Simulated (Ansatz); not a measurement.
# Lattice dynamics of (SrO)2(KF)2 [001] superlattice, started as rocksalt type, part 2 of 3

Task: relax (SrO)2(KF)2 [001] superlattice, started as rocksalt type, then find its harmonic phonons.

Ansatz 0.2.0; DFT LDA, scalar-relativistic, plane waves, PAW.

So far: Set-up; Bringing the structure to rest.

The structure was built from a prototype and need not be the compound's stable phase.

### 2. Bringing the structure to rest (continued)

ELF in the ac plane at fractional y = 0.000, with atoms of F and K and O and Sr within 0.2 Å of it. It is the smooth field of the valence electrons, not physical close to the nuclei.

Ten even steps from '_' (0.00) to '@' (0.86), each cell a mean:
```
++##@@@@++..______..**@@@@**
@@@@%%++::__________::**%%@@
::::..________________..::::
++====::..__________..::==++
%%@@%%##--________..==##%%@@
++##@@%%==..______..++%%@@##
%%@@@@##==..______..++%%@@%%
####**==..__________::==**##
....______________________..
****++--..__________..--++**
@@@@@@%%==________..++%%@@@@
##%%@@@@**..______::##@@@@%%
%%@@@@@@++..______..**@@@@@@
@@%%%%++::__________::**%%@@
::::..________________....::
======--::________..::--====
@@@@%%##++::______::++##%%@@
++##@@%%**::______--##@@@@##
++##@@%%**::____..--##@@@@##
%%%%%%**==..______::++##%%%%
----::::..__________..::::--
****==::____________..--++**
%%@@@@%%--________..++%%@@%%
__==%%@@**..______::##@@%%--
```
Columns run along a (3.6 Å), rows up along c (10.3 Å). Atoms in or near the plane, at fractional coordinates: F at (0.00, 0.76), K at (0.00, 0.50), O at (0.00, 0.24), Sr at (0.00, 0.00).

In this step the volume went from 18.14 to 16.61 Å³/atom.

### 3. Relaxation

The relaxation is repeated from its end on the same settings, as a check that it has come to rest.

input.yaml

```yaml
crystal:
  lattice:
    - [2.5389490928, 2.5389490928, 0.0]
    - [-2.5389490928, 2.5389490928, 0.0]
    - [0.0, 0.0, 10.306167005]
  atoms:
    - { symbol: F, position: [0.5, 0.5, 0.4932989796] }
    - { symbol: F, position: [1.0, 0.0, 0.7567010204] }
    - { symbol: K, position: [0.0, 0.0, 0.4999541191] }
    - { symbol: K, position: [0.5, 0.5, 0.7500458809] }
    - { symbol: O, position: [0.5, 0.5, 0.0081803692] }
    - { symbol: O, position: [1.0, 0.0, 0.2418196308] }
    - { symbol: Sr, position: [0.0, 0.0, 0.0036041623] }
    - { symbol: Sr, position: [0.5, 0.5, 0.2463958377] }
kpoints:
  mp_grid: { grid: [6, 6, 2] }
hamiltonian:
  xc: lda
scf:
  occupations: { method: gaussian, width: 0.02 }
output:
  forces: true
  stress: true
  eigenvalues: true
relax:
  adjacent_minimum: "off"
  f_tol: 0.005
  max_steps: 80
  cell: { stress_tol: 0.05 }
```

The run is started by

```sh
> ansatz run input.yaml --threads 8 --pin off --max-ram 14336MiB --backend cpu --events-out ev --progress --plain --runs-dir out
```

Numbers of over 12 decimals in the logs are rounded to 6 here.

What it wrote:

```text
[...]
Crystal: 8 atoms, lattice volume = 132.873 Å³
Basis set: ecut = 420 eV, 2571 PW (Γ)
Bands: 40, of which v1, the nominal top of the filled ones, is band 32 counted from 1 (31 counted from 0)
Symmetry: 16 space group operations
[...]
k-points: 20 of 72
[...]
- [0.0, 0.0, 10.306167005]
  atoms:
    - { symbol: F, position: [0.500000, 0.500000, 0.493299] }
    - { symbol: F, position: [1.000000, 0.0, 0.756701] }
    - { symbol: K, position: [0.0, 0.0, 0.499954] }
    - { symbol: K, position: [0.500000, 0.500000, 0.750046] }
    - { symbol: O, position: [0.500000, 0.500000, 0.00818037] }
    - { symbol: O, position: [1.000000, 0.0, 0.241820] }
    - { symbol: Sr, position: [0.0, 0.0, 0.00360416] }
    - { symbol: Sr, position: [0.500000, 0.500000, 0.246396] }
[key lines of the parts left out:]
SCF converged after 5 iterations
Free energy (F): -12590.973533 eV
Fermi energy:    8.358649 eV
P = ⅓ Tr σ = -0.0033 GPa (-0.033 kbar)
```

Run time: 2.3 s. Hardware: 8 threads of Arm Neoverse V2, shared host; peak memory 0.58 GiB; 16 s of CPU time.

Little changed from the start: no atom moved by 0.005 Å and no cell edge by 0.1 %.

This step gave:

```
pressure : -0.003327 GPa
```

In this step the volume went from 16.61 to 16.61 Å³/atom.

### 4. Tight relaxation

Phonons need a cell at rest on their own settings, so the relaxation is repeated with tight tolerances on forces and stress, using the mesh and the filling of the phonon run that follows.

input.yaml, as its differences from that of step 3:

```diff
@@ -15,3 +15,3 @@
 kpoints:
-  mp_grid: { grid: [6, 6, 2] }
+  mp_grid: { grid: [8, 8, 2] }
 hamiltonian:
@@ -19,3 +19,3 @@
 scf:
-  occupations: { method: gaussian, width: 0.02 }
+  occupations: { method: fixed }
 output:
@@ -26,4 +26,4 @@
   adjacent_minimum: "off"
-  f_tol: 0.005
-  max_steps: 80
-  cell: { stress_tol: 0.05 }
+  f_tol: 0.001
+  max_steps: 60
+  cell: { stress_tol: 0.01 }
```

What it wrote:

```text
[...]
Crystal: 8 atoms, lattice volume = 132.873 Å³
Basis set: ecut = 420 eV, 2571 PW (Γ)
Bands: 40, of which v1, the nominal top of the filled ones, is band 32 counted from 1 (31 counted from 0)
Symmetry: 16 space group operations
[...]
k-points: 30 of 128
[...]
- [2.538749, 2.538749, 0.0]
    - [-2.538749, 2.538749, 0.0]
    - [0.0, 0.0, 10.306396]
  atoms:
    - { symbol: F, position: [0.5, 0.5, 0.493384] }
    - { symbol: F, position: [1.0, 0.0, 0.756616] }
    - { symbol: K, position: [0, 0, 0.500032] }
    - { symbol: K, position: [0.5, 0.5, 0.749968] }
    - { symbol: O, position: [0.5, 0.5, 0.00815053] }
    - { symbol: O, position: [1.0, 0.0, 0.241849] }
    - { symbol: Sr, position: [0, 0, 0.00360358] }
    - { symbol: Sr, position: [0.5, 0.5, 0.246396] }
[key lines of the parts left out:]
SCF converged after 6 iterations
Free energy (F): -12590.973330 eV
Fermi energy:    6.668727 eV
P = ⅓ Tr σ = 0.0008 GPa (0.008 kbar)
```

Run time: 7.5 s. Hardware: 8 threads; peak memory 0.62 GiB; 54 s of CPU time.

Little changed from the start: no atom moved by 0.005 Å and no cell edge by 0.1 %.

Numbers from this step:

```yaml
pressure: 8.21e-4 GPa
gap_on_the_k_mesh: 3.383 eV
direct_gap_on_mesh: 3.383 eV
```

The largest force component left is 0.34 meV/Å and the pressure is 0.001 GPa, within the tolerances set. The cell now holds 16.61 Å³/atom.

### 5. Modes at Γ

The zone centre is the only wavevector solved here; it holds the modes that light can see, as far as symmetry allows. The response to a homogeneous field gives the Born charges and the dielectric tensor, and its change with displacement the Raman tensors.

input.yaml

```yaml
crystal:
  lattice:
    - [2.5387491958, 2.5387491958, 0.0]
    - [-2.5387491958, 2.5387491958, 0.0]
    - [0.0, 0.0, 10.3063957861]
  atoms:
    - { symbol: F, position: [0.5, 0.5, 0.4933842526] }
    - { symbol: F, position: [1.0, 0.0, 0.7566157474] }
    - { symbol: K, position: [0.0, 0.0, 0.5000320703] }
    - { symbol: K, position: [0.5, 0.5, 0.7499679297] }
    - { symbol: O, position: [0.5, 0.5, 0.0081505324] }
    - { symbol: O, position: [1.0, 0.0, 0.2418494676] }
    - { symbol: Sr, position: [0.0, 0.0, 0.0036035784] }
    - { symbol: Sr, position: [0.5, 0.5, 0.2463964216] }
kpoints:
  mp_grid: { grid: [8, 8, 2] }
hamiltonian:
  xc: lda
scf:
  occupations: { method: fixed }
output:
  eigenvalues: true
phonons:
  method: dfpt
  dielectric: true
  rigid_motions: translations
  raman: true
```

What it wrote:

```text
[...]
Crystal: 8 atoms, lattice volume = 132.855 Å³
Basis set: ecut = 420 eV, 2567 PW (Γ), exchange–correlation on 48×48×144 points (8 copies of the dense FFT grid, shifted against one another)
Bands: 40, of which v1, the nominal top of the filled ones, is band 32 counted from 1 (31 counted from 0)
Symmetry: 16 space group operations
k-points: 42 of 128 (irreducible under 2 space group operations, time reversal used)
[...]
SCF iter   1: F=—  HF=-12591.060349 eV  |F-HF|=—  |Δ(HF+E_count)|=         —  Δρ=1.73e-2  dr2=3.53e-1  ethr=1.77e-3  ⟨swp⟩=5.4  Hψ=6983  notcnv=0  defer=168
[...]
SCF iter  10: F=-12590.973335 eV  HF=-12590.973335 eV  |F-HF|=5.46e-12  |Δ(HF+E_count)|=  5.64e-11  Δρ=1.24e-7  dr2=1.89e-11  ethr=1.00e-12  ⟨swp⟩=17.4  Hψ=13137  notcnv=0
SCF 1 converged in 10 iterations: F = -12590.973335 eV  dr2 = 1.89e-11
[...]
DFPT response loops at Γ: preconditioner auto → Resta (q_TF=auto, 2.416 Å⁻¹)  ε∞=4.2 (no band partly filled); β = 1.00, the filter's whole step (`scf.mixing.beta` (0.50) is not read by the response loops at its default; to damp them type it under 1.00, their step now; it binds the ground state too); Broyden in place of MSR1
── the response to a field inside a basis, on 8×8×4 k-points: an SCF that follows is theirs, and a resumed run solves both again ──
Bands: 33, of which v1, the nominal top of the filled ones, is band 32 counted from 1 (31 counted from 0)
k-points: 20 of 256
[...]
Eigensolver: Dense (20 Hₖ)
SCF iter   1: F=—  HF=-12590.877433 eV  |F-HF|=—  |Δ(HF+E_count)|=         —  Δρ=5.53e-4  dr2=1.19e-4  ethr=1.00e-1
[...]
SCF iter   7: F=-12590.877423 eV  HF=-12590.877423 eV  |F-HF|=3.46e-11  |Δ(HF+E_count)|=   1.55e-9  Δρ=2.07e-7  dr2=6.13e-11  ethr=3.41e-12
SCF 1 converged in 7 iterations: F = -12590.877423 eV  dr2 = 6.13e-11
[...]
SCF converged after 10 iterations
Free energy (F): -12590.973335 eV
[...]
Internal energy: -12590.973335 eV  (E = F + TS)
E sigma→0 (E₀):  -12590.973335 eV
Fermi energy:    6.668729 eV
[...]
--- Band table (eV; the first three rows and the last of 42) ---
  k-point 0: bands = [... 28 lower, 6.6021, 6.6021, 6.6687, 6.6687, 10.0521, 10.1346, 11.4616, 11.9356, ... 4 higher]
  k-point 1: bands = [... 28 lower, 6.6024, 6.6024, 6.6670, 6.6670, 10.1764, 10.6077, 11.0988, 11.1487, ... 4 higher]
  k-point 2: bands = [... 28 lower, 6.3215, 6.3571, 6.4353, 6.4814, 10.4077, 10.5573, 11.7859, 12.1516, ... 4 higher]
  k-point 41: bands = [... 28 lower, 6.2998, 6.2998, 6.5291, 6.5291, 10.7164, 10.7164, 11.5622, 11.5622, ... 4 higher]
--- Phonons (Γ-DFPT): 8 representative perturbations + reference, on 42 of 128 k-points (Σ response iterations 26) ---
  k mesh reduced under 2 symmetry operations, with k and −k counted as one. Each operation leaves every solved perturbation unchanged. A smaller set is not considered because the run solves the response to a homogeneous field
  ASR residual: 1.116e-4 → 0.000e0 eV/Å²; symmetrization residual: 1.176e-5 eV/Å²
  ASR residual per site (eV/Å²): 3.84e-5 3.84e-5 2.50e-5 2.50e-5 4.26e-5 4.26e-5 1.12e-4 1.12e-4
  Γ frequencies (cm⁻¹): 0.00 0.00 0.00 75.25 75.25 75.53 75.53 113.46 113.46 155.91 164.28 192.68 194.58 211.38 211.38 226.52 226.52 240.43 245.14 245.14 247.74 247.74 362.33 385.76
  ε∞ (high-frequency dielectric tensor):
        3.007802     0.000000     0.000000
        0.000000     3.007802     0.000000
        0.000000     0.000000     2.780894
  ε⁰ (static dielectric tensor: ions relaxed, cell fixed):
       12.081087    -0.000000     0.000000
       -0.000000    12.081087    -0.000000
        0.000000    -0.000000     9.110667
  ε⁰ − ε∞ (ionic part):
        9.073286    -0.000000     0.000000
       -0.000000     9.073286    -0.000000
        0.000000    -0.000000     6.329773
  softest optical mode at Γ: 75.25 cm⁻¹; the repairs (sum rule, projections) moved no ω² at Γ by more than (2.35 cm⁻¹)²
  Born effective charges Z* (e; rows j = field, columns β = displacement):
    site 0:
        -1.15407    0.00000   -0.00000
        -0.00000   -1.15407   -0.00000
         0.00000   -0.00000   -1.50748
    site 1:
        -1.15407    0.00000    0.00000
        -0.00000   -1.15407   -0.00000
         0.00000   -0.00000   -1.50748
    site 2:
         1.15373   -0.00000    0.00000
        -0.00000    1.15373    0.00000
         0.00000   -0.00000    1.35831
    site 3:
         1.15373   -0.00000   -0.00000
         0.00000    1.15373   -0.00000
        -0.00000   -0.00000    1.35831
    site 4:
        -2.47542    0.00000    0.00000
        -0.00000   -2.47542   -0.00000
         0.00000   -0.00000   -1.73706
    site 5:
        -2.47542   -0.00000    0.00000
         0.00000   -2.47542   -0.00000
         0.00000   -0.00000   -1.73706
    site 6:
         2.47576    0.00000    0.00000
         0.00000    2.47576    0.00000
         0.00000    0.00000    1.88622
    site 7:
         2.47576    0.00000    0.00000
         0.00000    2.47576   -0.00000
         0.00000   -0.00000    1.88622
  Z* charge neutrality: 1.104e-2 e pre-enforcement
  solved inside a basis spanned on kpoints, on 8×8×4 k-points: ε∞ is read to err by 1.1e-2, Z* by 1.3e-2 e (field_mesh: kpoints solves on kpoints); Z* is corrected for what the basis lacks
  Raman tensors (in the event stream and the table raman_tensors.tsv): an entry may err by 6.0e-2 Å², one of the second-order susceptibility by 2.7e-19 pm/V (basis, points and sum rule); their sum over the sites missed zero by 4.441e-16 Å² ahead of its enforcement
  optical modes at Γ without the LO–TO term, one row a degenerate level:
      ω (cm⁻¹)  modes    IR ((D/Å)²/amu)  static Raman (Å⁴/amu)  depolarisation
         75.25      2             0.0000                 0.1332           0.750
         75.53      2             0.0640                 0.0000               —
        113.46      2             0.0000                 0.0595           0.750
        155.91      1             0.3388                 0.0000               —
        164.28      1             0.0000                 4.6647           0.002
        192.68      1             0.0000                 0.7753           0.045
        194.58      1            13.1952                 0.0000               —
        211.38      2            46.1025                 0.0000               —
        226.52      2             0.0000                 0.1021           0.750
        240.43      1             0.0000                 2.2036           0.016
        245.14      2             5.2455                 0.0000               —
        247.74      2             0.0000                 0.0459           0.750
        362.33      1             0.0000                 5.7337           0.643
        385.76      1             4.7384                 0.0000               —
  optical modes at Γ + LO–TO along q̂ = [1.0000, 0.0000, 0.0000]:
      ω (cm⁻¹)  modes    IR ((D/Å)²/amu)  static Raman (Å⁴/amu)  depolarisation
         75.25      2             0.0000                 0.1332           0.750
         75.53      1             0.0320                 0.0000               —
         75.78      1             0.0016                 0.0000               —
        113.46      2             0.0000                 0.0595           0.750
        155.91      1             0.3388                 0.0000               —
        164.28      1             0.0000                 4.6647           0.002
        192.68      1             0.0000                 0.7753           0.045
        194.58      1            13.1952                 0.0000               —
        211.38      1            23.0512                 0.0000               —
        226.52      2             0.0000                 0.1021           0.750
        240.43      1             0.0000                 2.2036           0.016
        241.55      1             0.0358                 0.0000               —
        245.14      1             2.6227                 0.0000               —
        247.74      2             0.0000                 0.0459           0.750
        362.33      1             0.0000                 5.7337           0.643
        385.76      1             4.7384                 0.0000               —
        428.48      1            25.6685                 0.0000               —
  optical modes at Γ + LO–TO along q̂ = [0.0000, 1.0000, 0.0000]:
      ω (cm⁻¹)  modes    IR ((D/Å)²/amu)  static Raman (Å⁴/amu)  depolarisation
         75.25      2             0.0000                 0.1332           0.750
         75.53      1             0.0320                 0.0000               —
         75.78      1             0.0016                 0.0000               —
        113.46      2             0.0000                 0.0595           0.750
        155.91      1             0.3388                 0.0000               —
        164.28      1             0.0000                 4.6647           0.002
        192.68      1             0.0000                 0.7753           0.045
        194.58      1            13.1952                 0.0000               —
        211.38      1            23.0512                 0.0000               —
        226.52      2             0.0000                 0.1021           0.750
        240.43      1             0.0000                 2.2036           0.016
        241.55      1             0.0358                 0.0000               —
        245.14      1             2.6227                 0.0000               —
        247.74      2             0.0000                 0.0459           0.750
        362.33      1             0.0000                 5.7337           0.643
        385.76      1             4.7384                 0.0000               —
        428.48      1            25.6685                 0.0000               —
  optical modes at Γ + LO–TO along q̂ = [0.0000, 0.0000, 1.0000]:
      ω (cm⁻¹)  modes    IR ((D/Å)²/amu)  static Raman (Å⁴/amu)  depolarisation
         75.25      2             0.0000                 0.1332           0.750
         75.53      2             0.0640                 0.0000               —
        113.46      2             0.0000                 0.0595           0.750
        156.80      1             0.0069                 0.0000               —
        164.28      1             0.0000                 4.6647           0.002
        192.68      1             0.0000                 0.7753           0.045
        211.38      2            46.1025                 0.0000               —
        226.52      2             0.0000                 0.1021           0.750
        240.43      1             0.0000                 2.2036           0.016
        245.14      2             5.2455                 0.0000               —
        247.74      2             0.0000                 0.0459           0.750
        301.18      1             4.8359                 0.0000               —
        362.33      1             0.0000                 5.7337           0.643
        448.52      1            13.4296                 0.0000               —
```

Run time: 2.4 min. Hardware: 8 threads; peak memory 3.1 GiB.

Numbers from this step:

```yaml
sum_rule_residual_before_enforcement: 1.12e-4 eV/Å²
miss_of_the_charge_sum_rule: 0.01104 e
estimated_error_of_the_dielectric_tensor: 0.01135
estimated_error_of_the_born_charges: 0.01281 e
point_group: 4/mmm
highest_optical_mode_at_the_zone_centre_no_lo_to_term: 385.8 cm⁻¹
lowest_optical_zone_centre_mode: 75.25 cm⁻¹
mean_high_frequency_dielectric_constant: 2.932
largest_born_charge_third_of_the_trace: 2.279 e
mean_static_dielectric_constant: 11.09
top_of_the_zone_centre_spectrum_with_the_field: 448.5 cm⁻¹
```

[end of part 2 of 3]

[Logs are printed without paths, hosts, clocks, repeated set-up lines and the standing remarks that a program may print on its own settings, such as how far it seeks lower states.]

[Hosts, paths, dates, database ids (printed as entryN), source tags and the programs' standing remarks are cut or masked in the printed files.]
